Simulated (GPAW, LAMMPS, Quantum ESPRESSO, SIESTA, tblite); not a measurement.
## Atom list for Amorphous Si0.8Ge0.2 (141 atoms)

141 atoms (113 Si, 28 Ge) placed at random at 2.91 g/cm³, melted at 3500 K for 10 ps at fixed volume with the Tersoff potential (Tersoff, Phys. Rev. B 39, 5566 (1989)). Quenched from 3500 K to 300 K at 10 K/ps and fixed volume, held 5 ps, then minimised at fixed cell.

This is the geometry as built. Method: Kohn-Sham DFT, PBE, PAW, atomic orbitals (dzp); LCAO dzp; h 0.2 Å; other mixer settings; levels smeared at 580 K (GPAW 26.7.0); Γ point; density 2.91 g/cm³.

Cell vectors (Å):

```
14.380 0.000 0.000
0.000 14.380 0.000
0.000 0.000 14.380
```

Positions in Å, forces in eV/Å:

```tsv
atom	x	y	z	fx	fy	fz
Si1	2.650	11.840	0.052	0.167	0.181	-0.152
Si2	8.017	1.978	4.787	0.134	0.029	0.148
Si3	3.114	11.766	4.412	-0.165	0.224	-0.096
Si4	5.313	6.877	7.184	-0.057	0.038	-0.117
Si5	12.177	11.087	5.151	-0.011	0.016	-0.351
Si6	13.235	0.778	7.524	0.063	0.513	-0.096
Si7	9.662	3.567	7.303	0.321	-0.012	-0.112
Si8	3.253	8.994	11.982	-0.064	0.887	0.291
Si9	11.507	0.622	0.450	0.368	0.197	-0.198
Si10	2.467	10.970	10.746	0.465	-0.032	-0.506
Si11	1.817	5.321	8.494	0.076	-0.245	0.071
Si12	5.834	5.820	3.302	0.150	0.012	-0.100
Si13	8.088	6.110	10.051	0.063	0.129	-0.404
Si14	9.217	6.403	4.385	0.004	0.207	0.193
Si15	10.183	8.723	11.712	-0.026	0.363	-0.141
Si16	13.068	6.417	11.196	-0.201	0.113	-0.015
Si17	13.850	0.967	14.254	-0.359	0.105	-0.289
Si18	10.359	9.929	3.929	0.055	0.039	0.024
Si19	6.434	3.954	4.922	0.363	0.172	0.196
Si20	11.353	12.291	11.672	0.173	0.281	-0.272
Si21	12.429	8.341	3.619	0.368	-0.434	0.392
Si22	10.141	9.809	1.499	0.111	0.102	0.274
Si23	12.223	10.078	12.219	-0.166	-0.335	-0.076
Si24	10.396	5.106	13.862	-0.009	0.055	0.105
Si25	13.807	8.263	1.659	-0.337	-0.537	-0.010
Si26	5.014	1.949	10.519	-0.316	0.335	-0.146
Si27	5.951	2.017	8.344	0.254	0.020	-0.113
Si28	6.073	3.595	11.909	0.117	0.118	-0.220
Si29	4.963	0.674	3.938	0.063	-0.323	0.087
Si30	6.554	0.247	5.639	-0.059	0.281	-0.006
Si31	7.406	11.221	10.349	0.057	0.245	-0.053
Si32	4.843	7.286	4.888	-0.037	-0.121	-0.068
Si33	2.565	3.333	13.936	0.072	0.063	0.242
Si34	0.871	5.733	4.874	-0.025	-0.095	-0.072
Si35	9.741	12.018	0.768	-0.068	0.201	0.151
Si36	4.189	5.187	8.349	0.155	-0.246	0.149
Si37	1.733	2.508	2.834	0.037	0.017	0.038
Si38	1.033	4.140	6.641	-0.049	0.220	0.023
Si39	10.298	2.136	5.571	-0.653	0.256	0.320
Si40	0.160	11.392	2.418	0.298	0.413	0.311
Si41	4.978	3.519	6.842	-0.163	0.028	-0.010
Si42	6.691	12.032	2.136	-0.108	0.171	-0.063
Si43	11.618	12.715	14.001	-0.070	0.204	0.115
Si44	3.841	12.671	11.808	-0.420	-0.097	-0.185
Si45	0.090	10.349	11.157	-0.409	-0.149	-0.154
Si46	9.910	7.572	9.596	-0.404	-0.087	0.214
Si47	10.474	14.353	10.842	0.169	-0.001	-0.243
Si48	13.847	4.145	11.532	0.008	0.071	-0.215
Si49	8.267	4.822	0.581	0.060	-0.121	-0.056
Si50	4.325	9.546	1.006	0.120	0.136	-0.114
Si51	11.694	7.089	13.087	0.217	-0.168	0.122
Si52	4.656	5.669	1.160	-0.209	-0.162	0.699
Si53	8.093	8.818	13.054	0.447	0.090	0.237
Si54	11.132	2.365	2.225	0.224	0.133	-0.028
Si55	7.355	2.685	1.250	0.254	0.006	-0.324
Si56	10.247	13.747	2.485	-0.559	-0.524	0.045
Si57	4.456	10.692	13.234	0.181	-0.638	0.018
Si58	8.795	8.598	5.191	0.277	-0.053	-0.031
Si59	1.519	3.925	10.389	-0.327	0.194	0.070
Si60	3.525	3.644	1.719	-0.418	0.282	-0.392
Si61	2.486	10.736	2.212	0.087	0.087	0.072
Si62	6.093	1.926	13.736	0.147	-0.011	0.292
Si63	2.229	11.551	8.409	-0.322	-0.209	0.622
Si64	2.786	0.720	8.106	-0.034	-0.260	0.275
Si65	7.574	12.384	14.299	-0.007	-0.031	0.314
Si66	4.587	13.073	2.769	-0.005	-0.082	0.230
Si67	14.114	11.728	8.962	0.625	0.066	0.429
Si68	2.485	0.246	11.971	-0.097	-0.337	-0.008
Si69	13.176	7.894	7.574	0.078	0.021	0.015
Si70	2.664	1.815	10.216	0.187	-0.199	-0.118
Si71	8.291	5.084	6.097	-0.084	-0.101	0.138
Si72	8.838	8.797	7.654	-0.118	-0.143	0.240
Si73	2.482	7.481	4.409	0.012	0.304	0.120
Si74	14.016	6.795	14.193	-0.112	-0.262	0.362
Si75	14.247	13.522	3.360	-0.087	0.149	-0.189
Si76	3.050	13.937	1.073	-0.161	-0.172	0.320
Si77	11.709	4.227	8.345	0.127	0.040	0.067
Si78	0.913	0.547	1.735	-0.023	-0.057	-0.129
Si79	7.887	12.681	5.777	-0.144	0.220	0.240
Si80	14.116	10.010	4.283	-0.202	0.029	0.105
Si81	0.295	13.978	12.481	-0.122	0.133	0.021
Si82	4.808	8.674	8.536	0.054	0.330	-0.130
Si83	10.256	10.783	8.177	-0.169	0.201	0.114
Si84	11.936	6.507	9.069	0.171	-0.071	-0.031
Si85	12.090	9.196	0.188	0.075	-0.055	-0.035
Si86	2.759	1.258	4.542	0.183	-0.127	-0.241
Si87	4.623	5.252	10.741	0.237	0.142	-0.315
Si88	13.298	13.312	10.662	0.126	0.233	-0.281
Si89	6.821	9.924	8.429	0.154	-0.440	0.255
Si90	1.805	7.195	12.946	-0.013	-0.048	-0.039
Si91	3.230	7.443	0.569	-0.201	0.325	-0.221
Si92	6.754	13.318	9.418	-0.335	-0.089	-0.439
Si93	12.011	13.315	4.173	0.088	0.083	-0.430
Si94	6.817	10.800	12.675	-0.076	-0.059	-0.054
Si95	7.584	6.625	7.731	-0.244	-0.173	0.058
Si96	8.255	2.350	8.747	0.044	-0.112	-0.174
Si97	0.086	4.127	3.260	0.003	0.275	-0.201
Si98	12.020	3.147	10.469	0.115	-0.174	-0.086
Si99	13.801	4.766	1.038	0.323	0.146	0.491
Si100	8.146	8.603	1.088	0.035	-0.015	-0.056
Si101	0.481	7.981	11.023	-0.091	-0.059	0.211
Si102	13.258	3.126	6.784	-0.087	-0.037	-0.006
Si103	0.887	13.664	7.471	0.047	0.309	-0.275
Si104	13.309	11.265	0.420	-0.331	-0.189	0.321
Si105	9.680	12.980	7.291	0.115	-0.047	-0.087
Si106	9.786	10.851	10.506	-0.212	-0.118	0.091
Si107	11.523	4.616	1.527	-0.233	-0.124	-0.344
Si108	12.398	0.924	9.750	-0.288	-0.105	0.219
Si109	8.923	1.507	2.630	0.164	-0.325	-0.015
Si110	1.941	9.646	5.288	0.087	-0.150	0.184
Si111	6.352	9.713	2.196	0.199	0.271	-0.100
Si112	13.260	6.882	5.428	-0.289	0.252	-0.400
Si113	5.172	14.181	7.652	0.098	0.020	0.410
Ge114	8.731	12.059	3.639	-0.032	-0.078	-0.431
Ge115	4.821	7.732	10.752	0.168	-0.367	-0.028
Ge116	6.309	5.357	13.658	-0.270	-0.001	0.245
Ge117	5.540	2.761	2.853	-0.208	-0.104	-0.373
Ge118	6.273	10.969	6.339	-0.047	0.128	0.032
Ge119	6.422	9.152	4.571	0.064	0.062	0.187
Ge120	11.328	0.041	6.188	0.031	-0.041	-0.013
Ge121	4.088	12.096	6.723	0.122	0.073	-0.349
Ge122	2.822	2.523	6.499	-0.064	0.045	0.103
Ge123	6.881	7.087	11.952	-0.131	0.312	-0.384
Ge124	3.722	1.229	13.816	0.182	-0.033	-0.114
Ge125	0.136	3.241	13.740	-0.255	-0.471	-0.080
Ge126	1.796	8.389	2.259	-0.226	-0.587	-0.297
Ge127	5.745	14.174	11.340	0.098	-0.212	-0.023
Ge128	11.454	5.844	3.803	0.408	-0.341	-0.164
Ge129	9.876	1.080	12.914	-0.001	0.179	0.246
Ge130	12.548	10.351	7.529	-0.141	0.101	-0.071
Ge131	12.231	3.361	4.385	0.285	-0.059	0.228
Ge132	8.191	3.800	10.688	-0.128	-0.164	0.181
Ge133	2.536	9.272	7.679	-0.181	0.340	-0.115
Ge134	0.975	7.604	8.669	0.101	0.044	-0.005
Ge135	0.594	11.725	13.193	0.130	-0.528	-0.135
Ge136	8.863	0.020	9.082	-0.246	-0.050	0.021
Ge137	2.700	5.028	12.191	0.403	0.089	-0.147
Ge138	1.568	13.606	5.053	-0.198	-0.526	0.110
Ge139	7.514	0.099	13.124	-0.055	0.244	0.002
Ge140	10.165	3.393	12.073	0.271	0.104	0.130
Ge141	7.968	6.466	2.305	0.219	-0.103	0.254
```

The quench rate of 10 K/ps is many orders above laboratory rates, so the cell is likely richer in defects and strain than a real sample. The network of bonds at the start is that of the classical potential that made the cell, and needn't be the one that DFT or experiment would give. Only the Γ point is sampled, in a cell whose shortest periodic width is 14 Å.

The r.m.s. force component is 0.224 eV/Å; the longest force, 0.936 eV/Å, acts on Si8.

[Logs are printed without paths, hosts, clocks, repeated set-up lines and the standing remarks that a program may print on its own settings, such as how far it seeks lower states.]

[Hosts, paths, dates, database ids (printed as entryN), source tags and the programs' standing remarks are cut or masked in the printed files.]
